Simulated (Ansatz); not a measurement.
# Quasi-harmonic thermodynamics of ScAl3 (Pm-3m), part 2 of 2

How much does ScAl3 expand with temperature? The starting cell is a computed one from a database.

Ansatz 0.2.0; DFT PBEsol, scalar-relativistic, plane waves, PAW.

So far. Step 2 (Probe on a coarse mesh): The start is under -0.89 GPa at this level and looks like a metal on this mesh. Step 4 (Tight relaxation): The residual pressure is -0.0080 GPa, small enough for phonons. The relaxed cell has a = 4.072 Å (conventional setting).

**5. Phonons on strained cells**

The study relaxes the crystal at several strains, solves the phonons on some of them and minimises the free energy at each temperature (static energy, vibrations, the electrons in a metal, and PV under a set pressure); the q-mesh sets how far the force constants reach.

input.yaml reads:

```yaml
crystal:
  lattice:
    - [4.0716013603, 0.0, 0.0]
    - [0.0, 4.0716013603, 0.0]
    - [0.0, 0.0, 4.0716013603]
  atoms:
    - { symbol: Sc, position: [0.0, 0.0, 0.0] }
    - { symbol: Al, position: [0.5, 0.0, 0.5] }
    - { symbol: Al, position: [0.0, 0.5, 0.5] }
    - { symbol: Al, position: [0.5, 0.5, 0.0] }
kpoints:
  mp_grid: { grid: [12, 12, 12] }
hamiltonian:
  xc: pbesol
scf:
  occupations: { method: methfessel_paxton, width: 0.2 }
output:
  eigenvalues: true
phonons:
  method: dfpt
  qmesh: [4, 4, 4]
  temperatures: { t_max: 900.0, t_step: 50 }
  thermal_expansion: {}
```

The run is started by

```bash
ansatz run input.yaml --threads 8 --pin off --max-ram 16384MiB --backend cpu --events-out ev --progress --plain --runs-dir out
```

Numbers of over 12 decimals in the logs are rounded to 6 here.

Output:

```text
[...]
Crystal: 4 atoms, lattice volume = 67.499 Å³
Basis set: ecut = 487.2 eV, 1647 PW (Γ), exchange–correlation on 60×60×60 points (8 copies of the dense FFT grid, shifted against one another)
Bands: 14, of which v1, the nominal top of the filled ones, is band 10 counted from 1 (9 counted from 0)
Symmetry: 48 space group operations
[...]
k-points: 84 of 1728
[...]
SCF iter   1: F=—  HF=-3686.913405 eV  |F-HF|=—  |Δ(HF+E_count)|=         —  Δρ=3.13e-3  dr2=1.86e-2  ethr=1.77e-3  ⟨swp⟩=5.2  Hψ=6713  notcnv=0
[...]
SCF iter   8: F=-3686.907864 eV  HF=-3686.907864 eV  |F-HF|=9.09e-13  |Δ(HF+E_count)|=    0.00e0  S|Δr|=    0.00e0  Δρ=5.26e-8  dr2=1.40e-12  ethr=1.00e-12  ⟨swp⟩=3.9  Hψ=3447  notcnv=0
SCF 1 converged in 8 iterations: F = -3686.907864 eV  dr2 = 1.40e-12
[...]
relax step   1: F+E_penalty+E_count = -3686.90786379 eV  Δ(F+E_penalty+E_count) = +0.000e0 eV  max|allowed force component| = 2.128e-30 eV/Å  Δτ_max = 0.0000 Å  (8 SCF iters, accepted)
SCF converged after 8 iterations
[...]
Free energy (F): -3686.907864 eV
[...]
Internal energy: -3686.907900 eV  (E = F + TS)
E sigma→0 (E₀):  -3686.907873 eV
Entropy (-TS):   0.000036 eV (0.009 meV/atom)
Fermi energy:    9.316753 eV
[...]
--- Stress (GPa, compression-positive) ---
       -0.013120      -0.000000       0.000000
        0.000000      -0.013120       0.000000
        0.000000       0.000000      -0.013120
  P = ⅓ Tr σ = -0.0131 GPa (-0.131 kbar)
--- Band table (eV; the first three rows and the last of 84) ---
  k-point 0: bands = [... 6 lower, 6.6636, 7.4939, 7.4939, 7.4939, 10.5214, 10.6077, 10.6077, 10.6077]
  k-point 1: bands = [... 6 lower, 6.7139, 7.5010, 7.5010, 7.9007, 10.5691, 10.5691, 10.6284, 10.8014]
  k-point 2: bands = [... 6 lower, 6.8616, 7.5193, 7.5193, 8.4263, 10.4796, 10.4796, 10.6866, 11.4535]
  k-point 83: bands = [... 6 lower, 4.4942, 4.7883, 6.3448, 6.3448, 6.3448, 10.2476, 11.9391, 11.9391]
── thermal expansion: 3 new cells, 3 in all ──
thermal expansion: relaxation of cell 2
thermal expansion: relaxation of cell 3
── thermal expansion: 2 new cells, 5 in all ──
thermal expansion: relaxation of cell 4
thermal expansion: lower-state search of cell 4
thermal expansion: electrons of cell 4
thermal expansion: phonons of cell 4
WARN: thermal expansion, phonons of cell 4: eigensolver did not converge (k=21): 1 band(s) unlocked after 20 sweeps at ethr=1.00e-12 eV (lowest unlocked band 13, counted from 0; max residual 8.10e-6 eV among the unlocked bands, 8.10e-6 eV over every band)
thermal expansion: relaxation of cell 5
thermal expansion: electrons of cell 1
thermal expansion: electrons of cell 2
thermal expansion: electrons of cell 3
thermal expansion: electrons of cell 5
thermal expansion: phonons of cell 5
[...]
── thermal expansion: 5 new cells, 10 in all ──
thermal expansion: relaxation of cell 6
thermal expansion: relaxation of cell 7
thermal expansion: relaxation of cell 8
thermal expansion: relaxation of cell 9
thermal expansion: relaxation of cell 10
thermal expansion: electrons of cell 6
thermal expansion: electrons of cell 7
thermal expansion: electrons of cell 8
thermal expansion: electrons of cell 9
thermal expansion: electrons of cell 10
thermal expansion: phonons of cell 6
[...]
thermal expansion: phonons of cell 7
[...]
WARN: thermal expansion: eigensolver_not_converged in the phonons of 4 cells: 4, 5, 6, 7
--- Relaxed structure (1 steps of the walk, 1 accepted, 0 SCFs on fresh bases) ---
  F+E_penalty+E_count = -3686.90786379 eV   max|allowed force component| = 2.128e-30 eV/Å
  atoms:
    - { symbol: Sc, position: [0.0, 0.0, 0.0] }
    - { symbol: Al, position: [0.5, 0.0, 0.5] }
    - { symbol: Al, position: [0.0, 0.5, 0.5] }
    - { symbol: Al, position: [0.5, 0.5, 0.0] }
--- Thermal expansion: 10 cells in 3 rounds, 0 GPa ---
  no lower state was reached at cell 4; its state was not examined: fill_not_monotonic
  without vibrations: a 4.07143, b 4.07143, c 4.07143 Å, V 67.4903 Å³, B 92.11 GPa
  at 0 K: a 4.08156, b 4.08156, c 4.08156 Å, V 67.9955 Å³, B 90.14 GPa
  zero-point expansion: a +0.249, b +0.249, c +0.249, V +0.749 %
      T/K        a/Å        b/Å        c/Å       V/Å³ | expansion of a, b, c, V (1e-6/K)   | that of V in the mean from 25 °C | C_P, C_V (J/mol K of the cell) | B_T, B_S (GPa)
     0.00    4.08156    4.08156    4.08156    67.9955 |    0.00    0.00    0.00    0.00 |   23.49 |     0.000     0.000 |    90.14    90.14
   100.00    4.08234    4.08234    4.08234    68.0341 |    5.94    5.94    5.94   17.81 |   32.49 |    41.874    41.758 |    89.72    89.97
   200.00    4.08609    4.08609    4.08609    68.2219 |   11.44   11.44   11.44   34.33 |   37.65 |    79.206    78.351 |    88.24    89.20
   298.15    4.09114    4.09114    4.09114    68.4750 |   13.44   13.44   13.44   40.32 |       - |    91.649    89.920 |    86.53    88.19
   350.00    4.09406    4.09406    4.09406    68.6217 |   14.06   14.06   14.06   42.18 |   41.34 |    95.125    92.922 |    85.58    87.61
   450.00    4.10001    4.10001    4.10001    68.9214 |   14.94   14.94   14.94   44.81 |   42.93 |    99.483    96.343 |    83.72    86.45
   550.00    4.10628    4.10628    4.10628    69.2382 |   15.62   15.62   15.62   46.87 |   44.26 |   102.416    98.293 |    81.82    85.25
   650.00    4.11283    4.11283    4.11283    69.5700 |   16.24   16.24   16.24   48.72 |   45.45 |   104.737    99.573 |    79.88    84.03
   750.00    4.11964    4.11964    4.11964    69.9161 |   16.83   16.83   16.83   50.50 |   46.58 |   106.784   100.509 |    77.91    82.77
   850.00    4.12670    4.12670    4.12670    70.2763 |   17.43   17.43   17.43   52.29 |   47.67 |   108.721   101.254 |    75.90    81.50
   900.00    4.13033    4.13033    4.13033    70.4619 |   17.74   17.74   17.74   53.21 |   48.21 |   109.678   101.581 |    74.88    80.85
  the static fit leaves 0.000 meV an atom of the energies and, of the stresses, 0.000 GPa of each cell's largest along a strain (root mean squares over the cells), whose Pulay part it has at -0.002 GPa
  vibrations' free energy: its fit passes through its cells
  the electrons' free energy at temperature is in it; its fit leaves 0.0042 meV an atom at the most
  free energies summed between the sampled wave vectors
  estimated error of the fitted expansion in any direction: up to 0.023e-6/K, at 900 K, with few degrees of freedom (an estimate, not a bound: it was exceeded on models of known expansion)
  by sums over the sampled wave vectors an expansion of the volume parts by up to 0.19e-6/K
  by a static energy of one degree less an expansion of the volume parts by up to 0.02e-6/K
  the FFT grids of the static calculations differ: 30 × 30 × 30, 32 × 32 × 32
  eigensolver_not_converged in the phonons of 4 cells: 4, 5, 6, 7
```

It took 55 min on 8 threads of Intel Xeon at 2.70GHz, shared host; peak memory 5.2 GiB; 6.2 h of CPU time.

Numbers from this step:

```
pressure                                         : -0.01312 GPa
volume expansion coefficient at 298 K            : 40.32 1e-6/K
C_P at 298 K                                     : 22.91 J/mol-atom/K
entropy at 298 K                                 : 23.95 J/mol-atom/K
isothermal bulk modulus at 298 K                 : 86.53 GPa
Grüneisen parameter at 298 K                     : 1.600
volume at 298 K                                  : 17.12 Å³/atom
principal linear expansion coefficients at 298 K : 13.44, 13.44, 13.44 1e-6/K
```

Strained cells of the study; zero-point energy where phonons were solved; the pressures are stresses at a fixed cutoff and can carry an offset from the finite basis. Expansion cells, by row:

| cell | \|a\| (Å) | \|b\| (Å) | \|c\| (Å) | V (Å³/atom) | E - E_lowest (meV/atom) | pressure, compression positive (GPa) | gap (eV) | zero-point energy (meV/atom) |
| --- | --- | --- | --- | --- | --- | --- | --- | --- |
| 1 | 4.072 | 4.072 | 4.072 | 16.87 | 0 | -0.015 | - | - |
| 2 | 4.104 | 4.104 | 4.104 | 17.28 | 2.751 | -2.104 | - | - |
| 3 | 4.039 | 4.039 | 4.039 | 16.48 | 2.778 | 2.292 | - | - |
| 4 | 4.072 | 4.072 | 4.072 | 16.88 | 0 | -0.02 | - | 45.4 |
| 5 | 4.092 | 4.092 | 4.092 | 17.13 | 1.101 | -1.352 | - | 44.33 |
| 6 | 4.124 | 4.124 | 4.124 | 17.53 | 6.909 | -3.252 | - | 42.67 |
| 7 | 4.15 | 4.15 | 4.15 | 17.87 | 15.28 | -4.677 | - | 41.32 |
| 8 | 4.031 | 4.031 | 4.031 | 16.38 | 4.366 | 2.902 | - | - |
| 9 | 4.051 | 4.051 | 4.051 | 16.63 | 1.065 | 1.397 | - | - |
| 10 | 4.183 | 4.183 | 4.183 | 18.3 | 30.12 | -6.297 | - | - |

Quasi-harmonic; a, b, c are the run's own cell vectors. Expansion, by row:

| T (K) | a (Å) | b (Å) | c (Å) | alpha (deg) | beta (deg) | gamma (deg) | cell volume (Å³/cell) | alpha_a (1e-6/K) | alpha_b (1e-6/K) | alpha_c (1e-6/K) | alpha_V (1e-6/K) | C_P (J/mol-atom/K) | C_V (J/mol-atom/K) | S (J/mol-atom/K) | B_T (GPa) | B_S (GPa) | Grueneisen | extrapolation | fit error (1e-6/K) |
| --- | --- | --- | --- | --- | --- | --- | --- | --- | --- | --- | --- | --- | --- | --- | --- | --- | --- | --- | --- |
| 0 | 4.082 | 4.082 | 4.082 | 90 | 90 | 90 | 68 | 0 | 0 | 0 | 0 | 0 | 0 | 0 | 90.14 | 90.14 | - | 0 | 0 |
| 50 | 4.082 | 4.082 | 4.082 | 90 | 90 | 90 | 68 | 1.19 | 1.19 | 1.19 | 3.56 | 2.146 | 2.145 | 0.639 | 90.1 | 90.13 | 1.529 | 0 | 0 |
| 100 | 4.082 | 4.082 | 4.082 | 90 | 90 | 90 | 68.03 | 5.94 | 5.94 | 5.94 | 17.81 | 10.47 | 10.44 | 4.634 | 89.72 | 89.97 | 1.568 | 0 | 0 |
| 150 | 4.084 | 4.084 | 4.084 | 90 | 90 | 90 | 68.11 | 9.44 | 9.44 | 9.44 | 28.32 | 16.47 | 16.36 | 10.13 | 89.04 | 89.64 | 1.581 | 0 | 0 |
| 200 | 4.086 | 4.086 | 4.086 | 90 | 90 | 90 | 68.22 | 11.44 | 11.44 | 11.44 | 34.33 | 19.8 | 19.59 | 15.37 | 88.24 | 89.2 | 1.588 | 0 | 0 |
| 250 | 4.089 | 4.089 | 4.089 | 90 | 90 | 90 | 68.35 | 12.65 | 12.65 | 12.65 | 37.96 | 21.73 | 21.41 | 20.01 | 87.38 | 88.7 | 1.594 | 0 | 0.01 |
| 298.1 | 4.091 | 4.091 | 4.091 | 90 | 90 | 90 | 68.47 | 13.44 | 13.44 | 13.44 | 40.32 | 22.91 | 22.48 | 23.95 | 86.53 | 88.19 | 1.6 | 0 | 0.01 |
| 300 | 4.091 | 4.091 | 4.091 | 90 | 90 | 90 | 68.48 | 13.47 | 13.47 | 13.47 | 40.4 | 22.95 | 22.51 | 24.09 | 86.49 | 88.17 | 1.6 | 0 | 0.01 |
| 350 | 4.094 | 4.094 | 4.094 | 90 | 90 | 90 | 68.62 | 14.06 | 14.06 | 14.06 | 42.18 | 23.78 | 23.23 | 27.69 | 85.58 | 87.61 | 1.606 | 0 | 0.01 |
| 400 | 4.097 | 4.097 | 4.097 | 90 | 90 | 90 | 68.77 | 14.54 | 14.54 | 14.54 | 43.61 | 24.39 | 23.73 | 30.91 | 84.66 | 87.04 | 1.611 | 0 | 0.01 |
| 450 | 4.1 | 4.1 | 4.1 | 90 | 90 | 90 | 68.92 | 14.94 | 14.94 | 14.94 | 44.81 | 24.87 | 24.09 | 33.81 | 83.72 | 86.45 | 1.616 | 0 | 0.01 |
| 500 | 4.103 | 4.103 | 4.103 | 90 | 90 | 90 | 69.08 | 15.29 | 15.29 | 15.29 | 45.88 | 25.27 | 24.36 | 36.45 | 82.78 | 85.86 | 1.622 | 0 | 0.01 |
| 550 | 4.106 | 4.106 | 4.106 | 90 | 90 | 90 | 69.24 | 15.62 | 15.62 | 15.62 | 46.87 | 25.6 | 24.57 | 38.88 | 81.82 | 85.25 | 1.627 | 0 | 0.01 |
| 600 | 4.11 | 4.11 | 4.11 | 90 | 90 | 90 | 69.4 | 15.94 | 15.94 | 15.94 | 47.81 | 25.91 | 24.75 | 41.12 | 80.86 | 84.64 | 1.632 | 0 | 0.01 |
| 650 | 4.113 | 4.113 | 4.113 | 90 | 90 | 90 | 69.57 | 16.24 | 16.24 | 16.24 | 48.72 | 26.18 | 24.89 | 43.2 | 79.88 | 84.03 | 1.638 | 0 | 0.01 |
| 700 | 4.116 | 4.116 | 4.116 | 90 | 90 | 90 | 69.74 | 16.54 | 16.54 | 16.54 | 49.61 | 26.45 | 25.02 | 45.15 | 78.9 | 83.4 | 1.643 | 0 | 0.01 |
| 750 | 4.12 | 4.12 | 4.12 | 90 | 90 | 90 | 69.92 | 16.83 | 16.83 | 16.83 | 50.5 | 26.7 | 25.13 | 46.99 | 77.91 | 82.77 | 1.648 | 0 | 0.01 |
| 800 | 4.123 | 4.123 | 4.123 | 90 | 90 | 90 | 70.09 | 17.13 | 17.13 | 17.13 | 51.39 | 26.94 | 25.23 | 48.72 | 76.91 | 82.14 | 1.654 | 0 | 0.01 |
| 850 | 4.127 | 4.127 | 4.127 | 90 | 90 | 90 | 70.28 | 17.43 | 17.43 | 17.43 | 52.29 | 27.18 | 25.31 | 50.36 | 75.9 | 81.5 | 1.659 | 0 | 0.02 |
| 900 | 4.13 | 4.13 | 4.13 | 90 | 90 | 90 | 70.46 | 17.74 | 17.74 | 17.74 | 53.21 | 27.42 | 25.39 | 51.92 | 74.88 | 80.85 | 1.664 | 0 | 0.02 |

The expansion coefficient by temperature; values in 1e-6/K:

| temperature (K) | volume | principal 1 |
| --- | --- | --- |
| 0 | 0 | 0 |
| 50 | 3.56 | 1.19 |
| 100 | 17.8 | 5.94 |
| 150 | 28.3 | 9.44 |
| 200 | 34.3 | 11.4 |
| 250 | 38.0 | 12.7 |
| 298 | 40.3 | 13.4 |
| 300 | 40.4 | 13.5 |
| 350 | 42.2 | 14.1 |
| 400 | 43.6 | 14.5 |
| 450 | 44.8 | 14.9 |
| 500 | 45.9 | 15.3 |
| 550 | 46.9 | 15.6 |
| 600 | 47.8 | 15.9 |
| 650 | 48.7 | 16.2 |
| 700 | 49.6 | 16.5 |
| 750 | 50.5 | 16.8 |
| 800 | 51.4 | 17.1 |
| 850 | 52.3 | 17.4 |
| 900 | 53.2 | 17.7 |

At 298 K the volume expansion is 40.3 × 10⁻⁶/K and B_T is 86.5 GPa. The program raised the cutoff to 487.2 eV by itself: with no cutoff typed, the study takes about 1.16 times the default for its relaxations and scales it with the volume for the phonons.

**6. Results**

- settings of these figures: PBEsol, 487.2 eV, k 12×12×12, q 4×4×4
- volume expansion coefficient at 298 K: 40.32 1e-6/K
- C_P at 298 K: 22.91 J/mol-atom/K
- entropy at 298 K: 23.95 J/mol-atom/K
- isothermal bulk modulus at 298 K: 86.53 GPa
- Grüneisen parameter at 298 K: 1.600
- volume at 298 K: 17.12 Å³/atom
- principal linear expansion coefficients at 298 K: 13.44, 13.44, 13.44 1e-6/K

Near room temperature ScAl3 expands by 40.3 × 10⁻⁶/K in volume by PBEsol, with C_P = 22.9 J/(mol K) per mole of atoms and B_T = 86.5 GPa. C_P at room temperature is 92 % of the classical 3R an atom, so the stiffest modes are still partly frozen out. In this metal the study includes the electrons' free energy, which adds a term that grows with temperature, so the heat capacities need not level off at 3R. The log notes that a few bands missed the eigensolver's threshold in the phonon runs. The PAW files were made for PBE and are used here under another functional, for which the program regenerates the frozen cores.

[Logs are printed without paths, hosts, clocks, repeated set-up lines and the standing remarks that a program may print on its own settings, such as how far it seeks lower states.]

[Hosts, paths, dates, database ids (printed as entryN), source tags and the programs' standing remarks are cut or masked in the printed files.]

[A step with changed settings may run another functional than the one named; its input shows which.]
